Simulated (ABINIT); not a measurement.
**MgS (Fm-3m): least direct gap against volume**

The cell of MgS (Fm-3m) is scaled evenly and the response computed anew at each volume, on one mesh.

Symmetry: Fm-3m, No. 225, cubic system. Conventional cell: a = 5.203 Å, b = 5.203 Å, c = 5.203 Å, α = 90.00°, β = 90.00°, γ = 90.00°. S on site b is surrounded by 6 Mg at 2.60 Å. Mg on site a is surrounded by 6 S at 2.60 Å.

Method: ABINIT 10.8.3, PBE, independent particles, k-mesh 11×11×11, Lorentzian half width 0.04 eV.

Launch of the response step: `optic optic.abi`. The series took 2.9 min in all, its band step included, on 4 threads of Arm Neoverse V2, on a shared host.

```
V/V₀  V (Å³, primitive cell)  least direct gap (eV)
0.94                   33.11                  4.219
0.97                   34.16                  3.957
1.00                   35.22                  3.712
1.03                   36.28                  3.484
1.06                   37.33                      ?
```

For small changes the quantity should be close to linear in ln V.

Working, on the rows shown:

| x = ln(V/V₀) | y = least direct gap |
| --- | --- |
| -0.0618754 | 4.219 |
| -0.0304592 | 3.957 |
| 0 | 3.712 |
| 0.0295588 | 3.484 |

Means: x̄ = -0.015694, ȳ = 3.843. Σ(x − x̄)(y − ȳ) = -0.03735, Σ(x − x̄)² = 0.004645. Slope = -0.03735 / 0.004645 = -8.041; intercept = ȳ − slope · x̄ = 3.7168. The line misses the rows shown by at most 0.0049 eV.

Q: Fill in the last column of the withheld row.

A: At x = 0.058269 the line gives y = 3.2483 eV. The run gave 3.271 eV, so the extrapolation is off by 0.023 eV, 2 % of the range in the table.

Between the rows on either side of x = 0 the slope is (3.484 − 3.957) / (0.029559 − (-0.030459)) = -7.881. That is a volume deformation potential of -7.9 eV: the least direct gap on this mesh widens by 79 meV for each per cent of compression. PBE gaps are as a rule too small.

[Logs are printed without paths, hosts, clocks, repeated set-up lines and the standing remarks that a program may print on its own settings, such as how far it seeks lower states.]
